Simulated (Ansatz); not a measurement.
# Relaxing twisted graphene double bilayer, 87.80° (104 atoms), part 2 of 2

Aim: bring twisted graphene double bilayer, 87.80° (104 atoms) to a nearby minimum of the energy and see what moves.

Ansatz 0.2.0; Kohn-Sham DFT, PBE+D4, PAW (set soft_2), plane waves.

So far. Step 3 (Relaxation): The relaxation changed the energy by -0.033 meV/atom, and atoms moved by 0.023 Å r.m.s., 0.025 Å at most.

## 5. Single point at the relaxed geometry

The electronic structure is read at the final geometry, in a run of its own.

The input, input.yaml:

```yaml
crystal:
  lattice:
    - [8.8697, 0.0, 0.0]
    - [-4.43485, 7.68139, 0.0]
    - [0.0, 0.0, 24.08]
  atoms:
    - { symbol: C, position: [0.12821, 0.17949, 0.29032] }
    - { symbol: C, position: [0.17949, 0.05128, 0.29034] }
    - { symbol: C, position: [0.20513, 0.48718, 0.29032] }
    - { symbol: C, position: [0.25641, 0.35897, 0.29034] }
    - { symbol: C, position: [0.28205, 0.79487, 0.29032] }
    - { symbol: C, position: [0.33333, 0.66667, 0.29034] }
    - { symbol: C, position: [0.35897, 0.10256, 0.29032] }
    - { symbol: C, position: [0.41026, 0.97436, 0.29034] }
    - { symbol: C, position: [0.4359, 0.41026, 0.29032] }
    - { symbol: C, position: [0.48718, 0.28205, 0.29034] }
    - { symbol: C, position: [0.51282, 0.71795, 0.29032] }
    - { symbol: C, position: [0.5641, 0.58974, 0.29034] }
    - { symbol: C, position: [0.58974, 0.02564, 0.29032] }
    - { symbol: C, position: [0.64103, 0.89744, 0.29034] }
    - { symbol: C, position: [0.66667, 0.33333, 0.29032] }
    - { symbol: C, position: [0.71795, 0.20513, 0.29034] }
    - { symbol: C, position: [0.74359, 0.64103, 0.29032] }
    - { symbol: C, position: [0.79487, 0.51282, 0.29034] }
    - { symbol: C, position: [0.82051, 0.94872, 0.29032] }
    - { symbol: C, position: [0.87179, 0.82051, 0.29034] }
    - { symbol: C, position: [0.89744, 0.25641, 0.29032] }
    - { symbol: C, position: [0.94872, 0.12821, 0.29034] }
    - { symbol: C, position: [0.97436, 0.5641, 0.29032] }
    - { symbol: C, position: [0.02564, 0.4359, 0.29034] }
    - { symbol: C, position: [0.05128, 0.87179, 0.29032] }
    - { symbol: C, position: [0.10256, 0.74359, 0.29034] }
    - { symbol: C, position: [0.2564, 0.35896, 0.43037] }
    - { symbol: C, position: [0.30769, 0.23077, 0.43036] }
    - { symbol: C, position: [0.33333, 0.66667, 0.43033] }
    - { symbol: C, position: [0.38463, 0.53848, 0.43038] }
    - { symbol: C, position: [0.41025, 0.97435, 0.43031] }
    - { symbol: C, position: [0.46152, 0.84616, 0.43038] }
    - { symbol: C, position: [0.48719, 0.28207, 0.43035] }
    - { symbol: C, position: [0.53847, 0.15384, 0.43038] }
    - { symbol: C, position: [0.5641, 0.58975, 0.43031] }
    - { symbol: C, position: [0.61537, 0.46153, 0.43038] }
    - { symbol: C, position: [0.64104, 0.89744, 0.43037] }
    - { symbol: C, position: [0.69231, 0.76923, 0.43033] }
    - { symbol: C, position: [0.71793, 0.20512, 0.43035] }
    - { symbol: C, position: [0.76923, 0.07692, 0.43036] }
    - { symbol: C, position: [0.79488, 0.51281, 0.43035] }
    - { symbol: C, position: [0.84616, 0.38463, 0.43038] }
    - { symbol: C, position: [0.87179, 0.8205, 0.43033] }
    - { symbol: C, position: [0.92308, 0.69231, 0.43036] }
    - { symbol: C, position: [0.94871, 0.12821, 0.43033] }
    - { symbol: C, position: [1.0, 1.0, 0.43041] }
    - { symbol: C, position: [0.02565, 0.4359, 0.43031] }
    - { symbol: C, position: [0.07692, 0.30769, 0.43033] }
    - { symbol: C, position: [0.10256, 0.7436, 0.43037] }
    - { symbol: C, position: [0.15384, 0.61537, 0.43038] }
    - { symbol: C, position: [0.1795, 0.05129, 0.43033] }
    - { symbol: C, position: [0.23077, 0.92308, 0.43033] }
    - { symbol: C, position: [0.25642, 0.89743, 0.57216] }
    - { symbol: C, position: [0.20514, 0.71796, 0.57214] }
    - { symbol: C, position: [0.33333, 0.66667, 0.57214] }
    - { symbol: C, position: [0.28204, 0.48718, 0.57214] }
    - { symbol: C, position: [0.56411, 0.97437, 0.5721] }
    - { symbol: C, position: [0.51282, 0.79486, 0.57214] }
    - { symbol: C, position: [0.17948, 0.12821, 0.57212] }
    - { symbol: C, position: [0.12819, 0.9487, 0.57214] }
    - { symbol: C, position: [0.41027, 0.43589, 0.5721] }
    - { symbol: C, position: [0.35898, 0.25641, 0.57216] }
    - { symbol: C, position: [0.64101, 0.74358, 0.57216] }
    - { symbol: C, position: [0.58975, 0.5641, 0.57219] }
    - { symbol: C, position: [0.87179, 0.05127, 0.57212] }
    - { symbol: C, position: [0.82051, 0.87181, 0.57214] }
    - { symbol: C, position: [0.48717, 0.20512, 0.57214] }
    - { symbol: C, position: [0.4359, 0.02565, 0.57219] }
    - { symbol: C, position: [0.71795, 0.51283, 0.57214] }
    - { symbol: C, position: [0.66667, 0.33333, 0.57211] }
    - { symbol: C, position: [0.94873, 0.82052, 0.57212] }
    - { symbol: C, position: [0.89744, 0.64102, 0.57216] }
    - { symbol: C, position: [0.79488, 0.28205, 0.57214] }
    - { symbol: C, position: [0.74359, 0.10256, 0.57216] }
    - { symbol: C, position: [0.02563, 0.58973, 0.5721] }
    - { symbol: C, position: [0.97435, 0.41025, 0.57219] }
    - { symbol: C, position: [0.10257, 0.35899, 0.57216] }
    - { symbol: C, position: [0.0513, 0.17949, 0.57214] }
    [... 20 atom lines left out ...]
    - { symbol: C, position: [0.97436, 0.41026, 0.71215] }
    - { symbol: C, position: [0.92308, 0.23077, 0.71218] }
    - { symbol: C, position: [0.20513, 0.71795, 0.71215] }
    - { symbol: C, position: [0.15385, 0.53846, 0.71218] }
    - { symbol: C, position: [0.28205, 0.48718, 0.71215] }
    - { symbol: C, position: [0.23077, 0.30769, 0.71218] }
kpoints:
  mp_grid: { grid: [2, 2, 1] }
hamiltonian:
  xc: pbe
  dispersion: d4
scf:
  occupations: { method: fermi_dirac, width: 0.05 }
output:
  forces: true
  populations: true
  dos:
    method: { smearing: { sigma: 0.1 } }
    de: 0.1
    projected:
      site_lists:
        C: [C]
        layer_1: [0, 1, 2, 3, 4, 5, 6, 7, 8, 9, 10, 11, 12, 13, 14, 15, 16, 17, 18, 19, 20, 21, 22, 23, 24, 25]
        layer_2: [26, 27, 28, 29, 30, 31, 32, 33, 34, 35, 36, 37, 38, 39, 40, 41, 42, 43, 44, 45, 46, 47, 48, 49, 50, 51]
        layer_3: [52, 53, 54, 55, 56, 57, 58, 59, 60, 61, 62, 63, 64, 65, 66, 67, 68, 69, 70, 71, 72, 73, 74, 75, 76, 77]
        layer_4: [78, 79, 80, 81, 82, 83, 84, 85, 86, 87, 88, 89, 90, 91, 92, 93, 94, 95, 96, 97, 98, 99, 100, 101, 102, 103]
  eigenvalues: true
  write_density: true
  write_potential: true
  volumetric_format: npy
```

On the command line:

```console
$ ansatz run input.yaml --threads 4 --pin off --max-ram 8192MiB --backend cpu --events-out ev --progress --plain --runs-dir out
```

Numbers of over 12 decimals in the logs are rounded to 6 here.

What it wrote:

```text
[...]
Crystal: 104 atoms, lattice volume = 1640.610 Å³
Basis set: ecut = 420 eV, 32019 PW (Γ), exchange–correlation on 120×120×324 points (8 copies of the dense FFT grid, shifted against one another)
Bands: 312, of which v1, the nominal top of the filled ones, is band 208 counted from 1 (207 counted from 0)
Symmetry: 3 space group operations
[...]
k-points: 2 of 4
[...]
SCF iter   1: F=—  HF=-26113.934623 eV  |F-HF|=—  |Δ(HF+E_count)|=         —  Δρ=2.37e-3  dr2=1.01e-1  ethr=1.77e-3  ⟨swp⟩=10.5  Hψ=4019  notcnv=0  defer=97
[...]
SCF iter   7: F=-26113.932192 eV  HF=-26113.932192 eV  |F-HF|=1.11e-7  |Δ(HF+E_count)|=   1.92e-6  Δρ=2.08e-6  dr2=9.05e-8  ethr=2.40e-11  ⟨swp⟩=30.5  Hψ=7429  notcnv=0
SCF 1 converged in 7 iterations: F = -26113.932192 eV  dr2 = 9.05e-8
[...]
WARN: The output density's exchange-correlation potential varies sharply where the density is thin. Do not read a vacuum level from v_tot or v_xc, or from such a field of the output density. On a cell that repeats whose density bears no net charge and no dipole along the vacuum's axis use v_es (v_loc + v_h of the components); [...]
SCF converged after 7 iterations
Free energy (F): -26113.932192 eV
[...]
Internal energy: -26113.932192 eV  (E = F + TS)
E sigma→0 (E₀):  -26113.932192 eV
Fermi energy:    2.086782 eV
[...]
--- Forces (eV/Å), atoms counted from 1 ---
  atom   1  C     -0.00081105    -0.00260888     0.00520848
  atom   2  C     -0.00280643    -0.00066729    -0.00421731
  atom   3  C     -0.00041693    -0.00106136     0.00516169
  atom   4  C     -0.00047981     0.00328341    -0.00423662
  atom   5  C     -0.00071070     0.00089176     0.00516169
  atom   6  C      0.00000000    -0.00000000    -0.00412417
  atom   7  C      0.00261015     0.00191805     0.00515639
  atom   8  C     -0.00241317    -0.00169421    -0.00429976
  atom   9  C      0.00020698    -0.00286987     0.00529539
  atom  10  C     -0.00091784    -0.00016186    -0.00416082
  atom  11  C      0.00112763     0.00016960     0.00516169
  atom  12  C     -0.00026065     0.00293698    -0.00429976
  atom  13  C      0.00238189     0.00161418     0.00529539
  atom  14  C     -0.00260361    -0.00205723    -0.00423662
[...]
atom 103  C      0.00106937    -0.00102267     0.00825192
  atom 104  C     -0.00214148     0.00184792    -0.00921305
  max |Σ_I F_I| component: 2.94e-4 eV/Å
--- Band table (eV) ---
[...]
--- Löwdin populations: 104 sites ---
  site symbol       q [e]
     0      C      3.9627
     1      C      3.9596
     2      C      3.9627
[...]
103      C      3.9627
  spilling = 0.009226 (of n_electrons = 416.000000)
```

The job ended after 58 s (4 threads of Arm Neoverse V1, shared host; peak memory 4.9 GiB).

The program notes that the exchange-correlation potential is rough where the density is thin.

Read from the output:

| Quantity | Value |
| --- | --- |
| free energy | -26113.9322 eV |
| free energy per atom | -251.0955 eV/atom |
| SCF cycles | 7 |
| r.m.s. force component | 0.00458 eV/Å |
| longest force | 0.01219 eV/Å |
| Fermi energy | 2.087 eV |
| potential in mid-vacuum, over the Fermi level | 4.22 eV |
| potential 4.5 Å over the upper face | 4.219 eV |
| potential 4.5 Å under the lower face | 4.22 eV |
| spilling of the projection | 0.009226 |

The mean of these charges, 0.037 e, is only the charge that the projection spills.

Löwdin charges by element (they lack the spilled electrons, 0.037 e an atom on average):

```
element  coordination  atoms  mean charge (e)  spread   least    most
      C           all    104           0.0369  0.0025  0.0332  0.0404
```

By region:

```
 region  atoms  mean length of the force (eV/Å)
layer 1     26                            0.005
layer 2     26                            0.009
layer 3     26                            0.007
layer 4     26                            0.009
```

Density of states as counts of states in windows of 1 eV (from the Fermi level), total and the larger projections:

```
from (eV)  to (eV)  total   C p  layer 1  layer 4  layer 2  layer 3  C s
      -14      -13   10.5   6.8      2.7      2.7      2.5      2.5  3.6
      -13      -12   12.0   8.2      3.0      3.0      3.0      3.0  3.6
      -12      -11   24.0  15.6      5.9      5.9      6.0      6.0  8.2
      -11      -10   15.1  11.4      3.6      3.6      3.8      3.8  3.5
      -10       -9   20.9  16.8      5.3      5.3      5.1      5.1  3.8
       -9       -8   16.9  14.7      3.9      3.9      4.5      4.5  2.0
       -8       -7   46.9  42.2     11.8     11.8     11.4     11.4  4.2
       -7       -6   37.3  36.2      9.0      9.0      9.5      9.5  0.8
       -6       -5   36.1  35.2      9.6      9.6      8.3      8.3  0.6
       -5       -4   31.9  30.7      7.5      7.5      8.4      8.4  1.0
       -4       -3   30.4  30.3      7.9      7.9      7.3      7.3  0.0
       -3       -2   18.5  18.4      4.6      4.6      4.6      4.6  0.0
       -2       -1   16.1  16.0      3.8      3.8      4.2      4.2  0.0
       -1        1    0.0   0.0      0.0      0.0      0.0      0.0  0.0
        1        2   27.9  27.1      7.0      7.0      6.5      6.5  0.0
        2        3    8.2   7.9      1.7      1.7      2.2      2.2  0.0
        3        4   14.3  11.9      2.8      2.8      3.1      3.1  0.0
        4        5   23.1  17.0      4.4      4.4      4.1      4.1  0.0
```

Between -20 and -14 eV lie 99 more states.

The levels nearest the highest filled one (over half full), pooled over k-points and spins:

```
level less the highest filled one (eV)  occupation
                                -0.534           2
                                -0.533           2
                               -0.0561           2
                               -0.0559           2
                                     0           2
                                     0           2
                                  2.35           0
                                  2.35           0
                                  2.35           0
                                  2.35           0
                                  2.55           0
                                  2.58           0
```

Planar average of the electrostatic potential energy along the normal, with the Fermi level as zero, after a running mean with a triangular window 4 Å wide at its base:

```
height (Å)  potential energy (eV)
       0.0                   4.22
       0.7                   4.22
       1.3                   4.22
       2.1                   4.22
       2.7                   4.22
       3.4                   4.21
       4.2                   4.11
       4.8                   3.39
       5.5                  -0.48
       6.1                  -4.78
       6.8                  -8.95
       7.6                  -7.02
       8.2                  -3.68
       8.9                  -2.85
       9.5                  -5.45
      10.3                  -9.08
      11.0                  -6.73
      11.6                  -3.36
      12.3                  -2.66
      12.9                  -5.44
      13.7                  -9.08
      14.4                  -6.73
      15.0                  -3.48
      15.8                  -2.97
      16.4                  -5.76
      17.1                  -9.11
      17.8                  -6.24
      18.4                  -1.98
      19.2                   2.66
      19.8                   4.00
      20.5                   4.20
      21.3                   4.22
      21.9                   4.22
      22.6                   4.22
      23.2                   4.22
      23.9                   4.22
```

Valence density in the ca plane at fractional y = 0.000, with atoms of C within 0.2 Å of it. It is the smooth field of the valence electrons, not physical close to the nuclei.

Ten even steps from '0' (0.0 e/Å³) to '9' (2.0 e/Å³), each cell a mean:
```
00110000013795200000011000002587310000000000
01332000002453100001232100001354200000000000
13774100001221000002586200000122100000000000
14884100000111000002697300000111000000000000
13553100001221000001464200000122100000000000
01332000002563100001232100001365200000000000
01221000013795100001232100001597310000000000
02442100002564100001343100001365200000000000
13784100001221000002586200000122100000000000
14995100000010000002797300000011000000000000
14895100000110000002697300000011000000000000
14894100001232000002697300000233100000000000
14995100013674100002697300001476310000000000
14895100013896200002697300002598410000000000
14895100013785100002697300001587310000000000
13563100002563100001465200001365200000000000
01332000002453100001232100001354200000000000
01221000002564100001232100001465200000000000
02442100013795100001343100001597310000000000
13774100013795200002586200001598310000000000
14894100013685100002697300001487310000000000
12553100013684100001454200001487310000000000
01111000013795200000121000002598310000000000
00000000014896200000000000002698410000000000
```
Columns run along c (16.0 Å, from fractional 0.26 to 0.92 of the cell), rows up along a (8.9 Å). Atoms in or near the plane, at fractional coordinates: C at (0.29, 0.41), C at (0.29, 0.59), C at (0.43, 0.41), C at (0.43, 0.00), C at (0.57, 0.56), C at (0.57, 0.44), C at (0.71, 0.44), C at (0.71, 0.00).

Electrostatic potential energy in the ca plane at fractional y = 0.000, with atoms of C within 0.2 Å of it. With pseudopotentials it is smooth inside the atoms' cores, unlike the true potential.

Ten even steps from '0' (-47 eV) to '9' (6 eV), each cell a mean:
```
99999999996003899999999999998300699999999999
98778999998657999999878999999756899999999999
97337999999888999998525899999988999999999999
96115999999889999998303799999988999999999999
97447999999888999998635899999888999999999999
98888999998657999999878999999766899999999999
98888999998547999999888999999745899999999999
98778999998768999999878999999867899999999999
97437999999888999998535899999888999999999999
94004899999999999997101799999999999999999999
95004899999989999998201799999999999999999999
97447999999778999998635899999877999999999999
96226999997315899998413899998512799999999999
84003899996002899997100699998300699999999999
96115999997204899998302799998401799999999999
98668999998768999999767899999867899999999999
98878999998667999999878999999866899999999999
99888999998657999999888999999756899999999999
98668999998657999999767899999756899999999999
96216999997315899998413899998512799999999999
96216999997205899998413899998512799999999999
98668999998657999999757899999756899999999999
99889999997315899999888999998512799999999999
99999999995001899999999999998200599999999999
```
Columns run along c (16.0 Å, from fractional 0.26 to 0.92 of the cell; values clipped at the 3rd and 97th percentile), rows up along a (8.9 Å). Atoms in or near the plane, at fractional coordinates: C at (0.29, 0.41), C at (0.29, 0.59), C at (0.43, 0.41), C at (0.43, 0.00), C at (0.57, 0.56), C at (0.57, 0.44), C at (0.71, 0.44), C at (0.71, 0.00).

Löwdin charges run from +0.03 to +0.04 e, about a mean that is the spilled charge alone. The potential stands 4.22 eV above the Fermi level over the upper face and 4.22 eV under the lower one, a reading of the work function, with no dipole correction. The Fermi level falls in a spacing of 2.4 eV between levels, so it is uncertain by that much.

The surroundings of C22, picked at random, nearest first, numbered as they follow in the input and with coordinates relative to it.

```
atom      x      y     z  distance (Å)  bonds  Löwdin charge (e)
 C22   0.00   0.00  0.00          0.00      3               0.04
 C21  -1.02   0.98  0.00          1.42      3               0.04
  C1   1.36   0.39  0.00          1.42      3               0.04
 C19  -0.34  -1.38  0.00          1.42      3               0.04
  C4   1.71   1.77  0.00          2.46      3               0.04
 C16  -2.39   0.59  0.00          2.46      3               0.04
 C14  -1.71  -1.77  0.00          2.46      3               0.04
 C24  -0.68   2.36  0.00          2.46      3               0.04
  C2   2.39  -0.59  0.00          2.46      3               0.04
 C20   0.68  -2.36  0.00          2.46      3               0.04
```

The column of bonds counts only the pairs C-C within 1.82 Å; other neighbours, such as metal atoms beside each other in a compound, aren't counted, and periodic images can show an atom twice.

## 6. Outcome

```yaml
energy_change_in_the_relaxation: -0.033 meV/atom
r_m_s_displacement: 0.023 Å
largest_displacement: 0.025 Å
free_energy_per_atom: -251.0955 eV/atom
r_m_s_force_component: 0.00458 eV/Å
potential_in_mid_vacuum_over_the_fermi_level: 4.22 eV
wall_time_of_the_3_dft_runs: 2.5 min
```

**Reading.** Relaxation lowers the energy by 0.033 meV/atom and moves atoms by 0.023 Å r.m.s.; the r.m.s. force component goes from 0.012 to 0.0046 eV/Å. By the final cutoffs no bond was broken or made. From the first step to the last the energy fell by 0.003 eV, and the largest move was 0.025 Å (C68, with 5 other atoms within 2 % of it). Counting bonds as in the table, all C atoms have 3 bonded neighbours. No gap is quoted: the bands of a honeycomb sheet meet or nearly meet at one point of the zone, so the spacing of levels depends on whether the mesh holds it and on how the neighbours disturb the sheet. The potential stands 4.22 eV above the Fermi level over the upper face and 4.22 eV under the lower one, a reading of the work function, with no dipole correction. The Fermi level falls in a spacing of 2.4 eV between levels, so it is uncertain by that much.

[Logs are printed without paths, hosts, clocks, repeated set-up lines and the standing remarks that a program may print on its own settings, such as how far it seeks lower states.]

[Hosts, paths, dates, database ids (printed as entryN), source tags and the programs' standing remarks are cut or masked in the printed files.]
